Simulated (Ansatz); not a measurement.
## SnH2 (model cell, started as rutile): a soft mode frozen in

Which phase does SnH2 (model cell, started as rutile) fall into along its unstable mode, and how much energy does it gain?

Main program and level: Ansatz 0.2.0; DFT PBE, scalar-relativistic, plane waves, PAW.

The structure was built from a prototype and need not be the compound's stable phase.

**1. The starting structure**

The structure is tetragonal, space group P4_2/mnm (No. 136). Conventional cell: a = 4.858 Å, b = 4.858 Å, c = 3.642 Å, α = 90.00°, β = 90.00°, γ = 90.00°. Sn has 6 H at 2.14 to 2.24 Å nearest. H has 3 Sn at 2.14 to 2.24 Å nearest. Farther neighbours, and contacts between anions beyond the nearest, are not listed.

**2. Phonons on a q mesh**

Stability and thermal properties need the whole zone. Linear response on a 2×2×4 q mesh gives force constants as far as a supercell of that size would.

input.yaml

```yaml
crystal:
  lattice:
    - [4.8575969519, 0.0, 0.0]
    - [0.0, 4.8575969519, 0.0]
    - [0.0, 0.0, 3.6419952209]
  atoms:
    - { symbol: Sn, position: [0.0, 0.0, 0.0] }
    - { symbol: Sn, position: [0.5, 0.5, 0.5] }
    - { symbol: H, position: [0.3110725174, 0.3110725174, 0.0] }
    - { symbol: H, position: [0.6889274826, 0.6889274826, 0.0] }
    - { symbol: H, position: [0.8110725174, 0.1889274826, 0.5] }
    - { symbol: H, position: [0.1889274826, 0.8110725174, 0.5] }
kpoints:
  mp_grid: { grid: [8, 8, 12] }
hamiltonian:
  xc: pbe
scf:
  occupations: { method: methfessel_paxton, width: 0.2 }
output:
  eigenvalues: true
phonons:
  method: dfpt
  qmesh: [2, 2, 4]
  temperatures: { t_max: 1000, t_step: 50 }
  qpath:
    path:
      - [[0.0, 0.0, 0.0], [0.0, 0.5, 0.0], [0.5, 0.5, 0.0], [0.0, 0.0, 0.0], [0.0, 0.0, 0.5], [0.0, 0.5, 0.5], [0.5, 0.5, 0.5], [0.0, 0.0, 0.5]]
      - [[0.0, 0.5, 0.0], [0.0, 0.5, 0.5]]
      - [[0.5, 0.5, 0.0], [0.5, 0.5, 0.5]]
    npoints: 10
```

Run with:

```
$ ansatz run input.yaml --threads 8 --pin off --max-ram 14336MiB --backend cpu --events-out ev --progress --plain --runs-dir out
```

The log of the run:

```text
Warning: phonons: the dynamical matrix that this run interpolates holds no multipole term above the dipole-dipole one, and a site of this crystal is no centre of inversion, so its interpolated transverse optical and acoustic branches and sound speeds can stay off near Gamma, and the density of states and the thermodynamics with them. What a run solves at a wave vector of phonons.qpoints, Gamma apart, where the deck admits one, is free of this, and under fd what a larger phonons.supercell samples
Engine: ansatz 0.2.0, aarch64-unknown-linux-gnu
Pseudopotentials: kind: paw
Pseudopotential: Sn, paw, valence charge 14, recommended cutoff 420 eV (normal), Sn.paw.azcp
Pseudopotential: H, paw, valence charge 1, recommended cutoff 420 eV (normal), H.paw.azcp
Functional definition: PBE
  parameter kappa = 0.804
  parameter beta = 0.066725
  exchange = pbe_x(kappa = kappa, mu = beta*pi^2/3)
  correlation = pbe_c(beta = beta)
Crystal: 6 atoms, lattice volume = 85.937 Å³
Basis set: ecut = 420 eV, 1665 PW (Γ), exchange–correlation on 72×72×60 points (8 copies of the dense FFT grid, shifted against one another)
Bands: 22, of which v1, the nominal top of the filled ones, is band 16 counted from 1 (15 counted from 0)
Symmetry: 16 space group operations
k-points: 105 of 768
Non-local potential: Sn, projectors of the file, l = 0: 2, l = 1: 2, l = 2: 2, l = 3: 2
Non-local potential: H, projectors of the file, l = 0: 2, l = 1: 1
PAW form: soft (Blöchl's): semilocal exchange-correlation on the pseudo side does not see the compensation charge
PAW one-centre angular grid: Sn, 590 points (default); XC on 64 Gauss nodes
PAW one-centre angular grid: H, 110 points (default); XC on 64 Gauss nodes
Initial density: superposition of atomic densities (neutral atoms: chi_scale 0, normalization atom), corrected by the library's trained network
Initial wavefunctions: pseudopotential atomic-orbital guess
Functional: x = pbe(κ = 0.804, μ = 0.219515), c = pbe(β = 0.066725)
SCF iter   1: F=—  HF=-12109.071649 eV  |F-HF|=—  |Δ(HF+E_count)|=         —  Δρ=3.14e-3  dr2=1.05e-2  ethr=1.77e-3  ⟨swp⟩=5.8  Hψ=10977  notcnv=0
preconditioner: auto → Kerker (q_TF=auto, 2.314 Å⁻¹)  [metal: Δε(μ)=0.058 eV  Ē_g=18.854 eV  σ=0.200 eV  W_gap=0.24  n_scr=18 (ndim 8)  ℏωp=22.7 eV  f_vac=0.000  D(μ)=1.24/eV (n_scr^D=4)]
SCF iter   2: F=—  HF=-12109.068323 eV  |F-HF|=—  |Δ(HF+E_count)|=   3.33e-3  S|Δr|=    0.00e0  Δρ=1.62e-3  dr2=2.76e-3  ethr=3.28e-5  ⟨swp⟩=2.1  Hψ=4790  notcnv=0
SCF iter   3: F=—  HF=-12109.067769 eV  |F-HF|=—  |Δ(HF+E_count)|=   5.54e-4  S|Δr|=    0.00e0  Δρ=4.39e-4  dr2=2.60e-4  ethr=8.62e-6  ⟨swp⟩=2.2  Hψ=2716  notcnv=0
SCF iter   4: F=—  HF=-12109.067718 eV  |F-HF|=—  |Δ(HF+E_count)|=   5.15e-5  S|Δr|=    0.00e0  Δρ=2.12e-4  dr2=4.47e-5  ethr=8.14e-7  ⟨swp⟩=3.0  Hψ=4010  notcnv=0
SCF iter   5: F=—  HF=-12109.067722 eV  |F-HF|=—  |Δ(HF+E_count)|=   4.25e-6  S|Δr|=    0.00e0  Δρ=5.29e-5  dr2=1.76e-6  ethr=1.40e-7  ⟨swp⟩=2.0  Hψ=3837  notcnv=0
SCF iter   6: F=—  HF=-12109.067720 eV  |F-HF|=—  |Δ(HF+E_count)|=   1.87e-6  S|Δr|=    0.00e0  Δρ=1.40e-5  dr2=1.43e-7  ethr=5.50e-9  ⟨swp⟩=2.0  Hψ=3896  notcnv=0
SCF iter   7: F=—  HF=-12109.067720 eV  |F-HF|=—  |Δ(HF+E_count)|=   1.67e-8  S|Δr|=    0.00e0  Δρ=2.20e-6  dr2=4.77e-9  ethr=4.46e-10  ⟨swp⟩=2.0  Hψ=3906  notcnv=0
SCF iter   8: F=—  HF=-12109.067720 eV  |F-HF|=—  |Δ(HF+E_count)|=   3.69e-9  S|Δr|=    0.00e0  Δρ=9.01e-7  dr2=9.23e-10  ethr=1.49e-11  ⟨swp⟩=2.0  Hψ=2912  notcnv=0
SCF iter   9: F=—  HF=-12109.067720 eV  |F-HF|=—  |Δ(HF+E_count)|=  5.46e-11  S|Δr|=    0.00e0  Δρ=1.31e-7  dr2=2.67e-11  ethr=2.89e-12  ⟨swp⟩=2.0  Hψ=3903  notcnv=0
SCF iter  10: F=-12109.067720 eV  HF=-12109.067720 eV  |F-HF|=1.09e-11  |Δ(HF+E_count)|=  1.46e-11  S|Δr|=    0.00e0  Δρ=3.40e-8  dr2=1.30e-12  ethr=1.00e-12  ⟨swp⟩=8.3  Hψ=10693  notcnv=0
SCF 1 converged in 10 iterations: F = -12109.067720 eV  dr2 = 1.30e-12
  greatest PAW one-centre occupation: 0.992 electrons in one spin orbital (limit 2), on the Sn atom at site 1 (counted from 0), in its partial waves of l = 2
Initial density: read from a saved state, or passed on in memory by an earlier SCF of this step, an earlier step, the calling program or the single point that the run made first
iter 1 solved again at ethr=3.11e-7 eV; its pass at ethr=3.10e-3 eV (dr2=9.95e-5 eV) is discarded
SCF iter   1: F=—  HF=-12109.067721 eV  |F-HF|=—  |Δ(HF+E_count)|=         —  Δρ=2.23e-6  dr2=3.76e-9  ethr=3.11e-7  ⟨swp⟩=2.8  Hψ=16418  notcnv=0
eigensolver tolerance schedule: the retry pair's looser diagonalisation over-reported the residual by 26461.20 of it (diagonalisation noise at an unbounded share of the residual, at the tolerance the schedule requests for it); recorded, not acted on — ethr = c·dr2/N_el stays at c = 1.0e-1
preconditioner: auto → Kerker (q_TF=auto, 2.314 Å⁻¹)  [metal: Δε(μ)=0.025 eV  Ē_g=18.828 eV  σ=0.200 eV  W_gap=0.11  n_scr=18 (ndim 8)  ℏωp=22.7 eV  f_vac=0.000  D(μ)=1.25/eV (n_scr^D=4)]
SCF iter   2: F=—  HF=-12109.067720 eV  |F-HF|=—  |Δ(HF+E_count)|=   1.26e-6  S|Δr|=    0.00e0  Δρ=1.14e-6  dr2=8.13e-10  ethr=1.17e-11  ⟨swp⟩=4.3  Hψ=5869  notcnv=0
SCF iter   3: F=—  HF=-12109.067720 eV  |F-HF|=—  |Δ(HF+E_count)|=  1.46e-10  S|Δr|=    0.00e0  Δρ=7.48e-7  dr2=3.70e-10  ethr=2.54e-12  ⟨swp⟩=1.0  Hψ=2310  notcnv=0
SCF iter   4: F=—  HF=-12109.067720 eV  |F-HF|=—  |Δ(HF+E_count)|=  9.46e-11  S|Δr|=    0.00e0  Δρ=3.39e-7  dr2=8.54e-11  ethr=1.15e-12  ⟨swp⟩=1.0  Hψ=2314  notcnv=0
SCF iter   5: F=—  HF=-12109.067720 eV  |F-HF|=—  |Δ(HF+E_count)|=  2.73e-11  S|Δr|=    0.00e0  Δρ=2.27e-7  dr2=3.91e-11  ethr=1.00e-12  ⟨swp⟩=1.0  Hψ=2310  notcnv=0
SCF iter   6: F=—  HF=-12109.067720 eV  |F-HF|=—  |Δ(HF+E_count)|=  9.09e-12  S|Δr|=    0.00e0  Δρ=1.30e-7  dr2=1.29e-11  ethr=1.00e-12  ⟨swp⟩=1.0  Hψ=2310  notcnv=0
SCF iter   7: F=-12109.067720 eV  HF=-12109.067720 eV  |F-HF|=3.64e-12  |Δ(HF+E_count)|=  1.82e-12  S|Δr|=    0.00e0  Δρ=1.10e-7  dr2=9.15e-12  ethr=1.00e-12  ⟨swp⟩=1.8  Hψ=3021  notcnv=0
SCF 2 converged in 7 iterations: F = -12109.067720 eV  dr2 = 9.15e-12
phonons: the bands overlap, so this run is a metal and interpolates without the dipole-dipole term. If the crystal is really an insulator or semiconductor, its LO-TO splitting is missing
NSCF: frozen V_eff on 105 k-points
NSCF: frozen V_eff on 238 k-points
DFPT response loops at q = (0, 0, 0) (fractional): preconditioner auto → Kerker (q_TF=auto, 2.314 Å⁻¹) (partly filled bands, converged f_vac=0.000); β = 1.00, the filter's whole step (`scf.mixing.beta` (0.50) is not read by the response loops under this deck's `scf.mixing.preconditioner`; to damp them name `kerker` or `kerker_dos`, under which they read `scf.mixing.beta`, and type it under 1.00, their step now; both keys bind the ground state too); Broyden in place of MSR1
NSCF: frozen V_eff on 816 k-points
DFPT response loops at q = (0, 0, 0.25) (fractional): mixed as the last ones told, above
NSCF: frozen V_eff on 476 k-points
DFPT response loops at q = (0, 0, -0.5) (fractional): mixed as the last ones told, above
NSCF: frozen V_eff on 476 k-points
DFPT response loops at q = (0, -0.5, 0) (fractional): mixed as the last ones told, above
NSCF: frozen V_eff on 816 k-points
DFPT response loops at q = (0, -0.5, 0.25) (fractional): mixed as the last ones told, above
NSCF: frozen V_eff on 476 k-points
DFPT response loops at q = (0, -0.5, -0.5) (fractional): mixed as the last ones told, above
NSCF: frozen V_eff on 476 k-points
DFPT response loops at q = (-0.5, -0.5, 0) (fractional): mixed as the last ones told, above
NSCF: frozen V_eff on 816 k-points
DFPT response loops at q = (-0.5, -0.5, 0.25) (fractional): mixed as the last ones told, above
NSCF: frozen V_eff on 476 k-points
DFPT response loops at q = (-0.5, -0.5, -0.5) (fractional): mixed as the last ones told, above
SCF converged after 10 iterations
Stability not checked: this state was not tested for a lower state beside it, because cold or Methfessel-Paxton smearing, or corrected tetrahedra, fill the levels in a way that the test cannot read (fill_not_monotonic; see scf.lower_state_search)
Free energy (F): -12109.067720 eV
Harris-Foulkes:  -12109.067720 eV  (|F-HF|=1.09e-11)
Internal energy: -12109.069345 eV  (E = F + TS)
E sigma→0 (E₀):  -12109.068126 eV
Entropy (-TS):   0.001625 eV (0.271 meV/atom)
Fermi energy:    6.895419 eV
--- Per-component energies (eV) ---
  E_band       = -282.055523
  E_kinetic    = 421.490338
  E_local      = -2210.347008  (includes V_loc(G=0)·N_el)
  E_nonlocal   = -60.262016
  E_hartree    = 1254.335674
  E_xc         = -800.154407
  E_vxc        = -236.766980  (∫ρ·V_xc dr)
  E_paw        = -8269.598129  (= ΣΔE_a)
  E_vpaw       = -704.836983  (= ΣTr[D̂ρ^β])
  E_aug_tail   = -0.004216  (compensation charges beyond the density's cutoff)
  E_ewald      = -2444.529580
  E_smearing   = 0.001625  (= −TS)
  E_closure    = 0.000000  (closes the sum)
  Σ components = -12109.067720   (vs F -12109.067720, Δ=0.00e0)
--- Band table (eV; the first three rows and the last of 105) ---
  k-point 0: bands = [... 12 lower, 1.4516, 1.4516, 4.8987, 8.2632, 8.8632, 9.2457, 9.2457, 11.3586, ... 2 higher]
  k-point 1: bands = [... 12 lower, 1.5200, 1.5200, 4.3957, 8.5324, 8.9366, 9.2945, 9.2945, 9.9684, ... 2 higher]
  k-point 2: bands = [... 12 lower, 1.7182, 1.7182, 3.3133, 8.3856, 9.0210, 9.1570, 9.3599, 9.3599, ... 2 higher]
  k-point 104: bands = [... 12 lower, 1.7839, 1.7839, 2.1277, 2.1277, 5.7684, 5.7684, 12.2162, 12.2162, ... 2 higher]
--- Phonons (Γ-DFPT): 4 representative perturbations + reference (Σ response iterations 12) ---
  ASR residual: 2.403e-5 → 0.000e0 eV/Å²; symmetrization residual: 5.512e-7 eV/Å²
  ASR residual per site (eV/Å²): 2.40e-5 2.40e-5 2.87e-6 2.87e-6 2.87e-6 2.87e-6
  Γ frequencies (cm⁻¹): -557.38 -342.61 0.00 0.00 0.00 72.08 97.54 97.54 237.18 237.18 265.76 450.48 450.48 570.75 570.75 621.38 658.08 976.83
--- Phonons (arbitrary-q DFPT): 9 irreducible q on the 2×2×4 mesh ---
  q = [0.0000, 0.0000, 0.0000] (star 1, of the zone-centre solve; hermiticity 2.91e-7, symmetrization 8.05e-12): -557.38 -342.61 -0.00 0.00 0.00 72.08 97.54 97.54 237.18 237.18 265.76 450.48 450.48 570.75 570.75 621.38 658.08 976.83
  q = [0.0000, 0.0000, 0.2500] (star 2, 4 solved perturbations in 1320 linear systems a pass and spin channel, the states on 408 of 768 k-point pairs; hermiticity 2.40e-7, symmetrization 1.41e-11): -463.02 -426.38 -426.38 -289.81 34.96 34.96 92.36 110.22 110.47 110.47 265.28 420.35 420.35 568.35 568.76 568.76 689.70 956.75
  q = [0.0000, 0.0000, -0.5000] (star 1, 4 solved perturbations in 770 linear systems a pass and spin channel, the states on 238 of 768 k-point pairs; hermiticity 1.19e-7, symmetrization 6.40e-12): -804.78 -804.78 65.52 65.52 75.38 75.38 136.05 136.05 140.10 140.10 344.47 344.47 475.02 475.02 552.75 552.75 825.68 825.68
  q = [0.0000, -0.5000, 0.0000] (star 2, 6 solved perturbations on 238 of 768 k-point pairs; hermiticity 3.94e-7, symmetrization 7.37e-13): -345.82 -345.82 40.36 40.36 53.02 53.02 73.98 73.98 225.91 225.91 361.79 361.79 540.61 540.61 586.54 586.54 798.23 798.23
  q = [0.0000, -0.5000, 0.2500] (star 4, 6 solved perturbations on 408 of 768 k-point pairs; hermiticity 4.16e-7, symmetrization 8.71e-13): -382.68 -382.68 41.33 41.33 55.46 55.46 108.40 108.40 277.13 277.13 365.07 365.07 522.24 522.24 564.92 564.92 841.59 841.59
  q = [0.0000, -0.5000, -0.5000] (star 2, 6 solved perturbations on 238 of 768 k-point pairs; hermiticity 1.94e-7, symmetrization 9.28e-13): -722.06 -722.06 -30.22 -30.22 66.47 66.47 115.88 115.88 323.21 323.21 347.27 347.27 463.81 463.81 472.40 472.40 887.64 887.64
  q = [-0.5000, -0.5000, 0.0000] (star 1, 4 solved perturbations in 770 linear systems a pass and spin channel, the states on 238 of 768 k-point pairs; hermiticity 2.93e-7, symmetrization 1.69e-11): -442.86 -442.86 -4.79 -4.79 43.60 43.60 78.02 78.02 233.57 233.57 382.39 382.39 463.00 463.00 522.24 522.24 870.99 870.99
  q = [-0.5000, -0.5000, 0.2500] (star 2, 4 solved perturbations in 1320 linear systems a pass and spin channel, the states on 408 of 768 k-point pairs; hermiticity 3.24e-7, symmetrization 5.79e-12): -358.21 -358.21 -325.14 -325.14 48.64 48.64 94.39 94.39 95.43 95.43 429.51 429.51 461.99 461.99 551.23 551.23 843.48 843.48
  q = [-0.5000, -0.5000, -0.5000] (star 1, 4 solved perturbations in 770 linear systems a pass and spin channel, the states on 238 of 768 k-point pairs; hermiticity 2.26e-7, symmetrization 1.67e-12): -793.57 -793.57 48.94 48.94 81.22 81.22 129.73 129.73 256.85 256.85 412.53 412.53 501.86 501.86 534.90 534.90 838.34 838.34
  sum rule: each row above includes the acoustic sum rule's correction from the zone centre's row sums; it moved no ω² by more than (0.96 cm⁻¹)²
  mesh force constants: q→R imaginary residual 1.40e-17; ASR residual 2.403e-5 → 0.000e0 eV/Å²; symmetrization residual 3.553e-15 eV/Å²
  interpolated dispersion: 93 rows × 18 modes
  density of states and harmonic sums: on the 14×14×20 q-mesh, interpolated from the force constants of a 2×2×4 supercell (no non-analytic term)
  largest difference from the sums on the solved wave vectors: F 3.41e-2 eV, S 3.26e-5 and C_V 8.23e-6 eV/K
  zero-point energy: 0.325762 eV/cell   skipped modes (ω ≤ 0): 1209, of them read as no rigid motion or as one in doubt: 1206 (3.085e0 modes/cell left out, lowest -804.78 cm⁻¹)   left out of the sums: 1.71e-1 of the cell's modes: C_V's classical limit lies that fraction below 3 k_B per atom; for a crystal, a wire or a layer, F and S can be off by more, and a phonons.interpolated_qmesh denser along its periods is the remedy for the sampling
```

It took 8.1 min on 8 threads of Arm Neoverse N1, shared host; peak memory 2.1 GiB; 62 min of CPU time.

Reading the cycles: dr2 is the Hartree energy of the density residual (eV), the measure of convergence; HF is the Harris–Foulkes estimate of the energy, which meets the free energy F at convergence.

This step gave:

```
volume per atom                                         : 14.32 Å³
gap on the k-mesh                                       : 0 eV
sum-rule residual before enforcement                    : 2.40e-5 eV/Å²
lowest frequency on the path                            : -804.8 cm⁻¹
point group                                             : 4/mmm
highest frequency on path, mesh or solved points        : 976.8 cm⁻¹
highest optical mode at the zone centre (no LO-TO term) : 976.8 cm⁻¹
lowest optical zone-centre mode                         : -557.4 cm⁻¹
lowest mode on the q mesh (acoustic modes at Γ apart)   : -804.8 cm⁻¹
```

Frequencies (cm⁻¹) solved at each irreducible wavevector; negative means imaginary. Frequencies by wavevector, by row:

```
q in reciprocal lattice units  star  mode 1  mode 2  mode 3  mode 4  mode 16  mode 17  mode 18
                        0 0 0     1  -557.4  -342.6       0       0    621.4    658.1    976.8
                     0 0 0.25     2    -463  -426.4  -426.4  -289.8    568.8    689.7    956.8
                     0 0 -0.5     1  -804.8  -804.8    65.5    65.5    552.8    825.7    825.7
                     0 -0.5 0     2  -345.8  -345.8    40.4    40.4    586.5    798.2    798.2
                  0 -0.5 0.25     4  -382.7  -382.7    41.3    41.3    564.9    841.6    841.6
                  0 -0.5 -0.5     2  -722.1  -722.1   -30.2   -30.2    472.4    887.6    887.6
                  -0.5 -0.5 0     1  -442.9  -442.9    -4.8    -4.8    522.2      871      871
               -0.5 -0.5 0.25     2  -358.2  -358.2  -325.1  -325.1    551.2    843.5    843.5
               -0.5 -0.5 -0.5     1  -793.6  -793.6    48.9    48.9    534.9    838.3    838.3
```

Interpolated from a 2×2×4 q mesh. Phonon branches along the path, in cm⁻¹:

```
    point  branch 1  branch 2  branch 3  branch 4  branch 15  branch 16  branch 17  branch 18
        Γ      -557      -343         0         0        571        621        658        977
  halfway      -486      -315       -40        17        580        597        627        940
        X      -346      -346        40        40        586        586        798        798
  halfway      -397      -397        40        40        555        555        836        836
        M      -443      -443        -5        -5        522        522        871        871
  halfway      -460      -337       -22        22        566        576        672        928
        Γ      -557      -343         0         0        571        621        658        977
  halfway      -463      -426      -426      -290        569        569        690        957
        Z      -805      -805        66        66        553        553        826        826
  halfway      -763      -763        65        65        492        492        863        863
        R      -722      -722       -30       -30        472        472        888        888
  halfway      -756      -756        58        58        510        510        868        868
        A      -794      -794        49        49        535        535        838        838
  halfway      -768      -747       -47        60        489        540        834        892
        Z      -805      -805        66        66        553        553        826        826
jump to X      -346      -346        40        40        586        586        798        798
  halfway      -383      -383        41        41        565        565        842        842
        R      -722      -722       -30       -30        472        472        888        888
jump to M      -443      -443        -5        -5        522        522        871        871
  halfway      -358      -358      -325      -325        551        551        844        844
        A      -794      -794        49        49        535        535        838        838
```

Symmetry leaves 9 wavevectors to solve. The lowest mode among them, the acoustic zeros apart, lies at q = (0, 0, -0.5) and is imaginary, 804.8i cm⁻¹, so the energy falls along it.

(Part 1 of 3 ends here.)

[Long decimals in the printed logs are rounded to 6 places.]

[Logs are printed without paths, hosts, clocks, repeated set-up lines and the standing remarks that a program may print on its own settings, such as how far it seeks lower states.]

[Hosts, paths, dates, database ids (printed as entryN), source tags and the programs' standing remarks are cut or masked in the printed files.]

[Where the starting crystal was built by hand or by swapping elements, it need not be the compound's stable phase.]
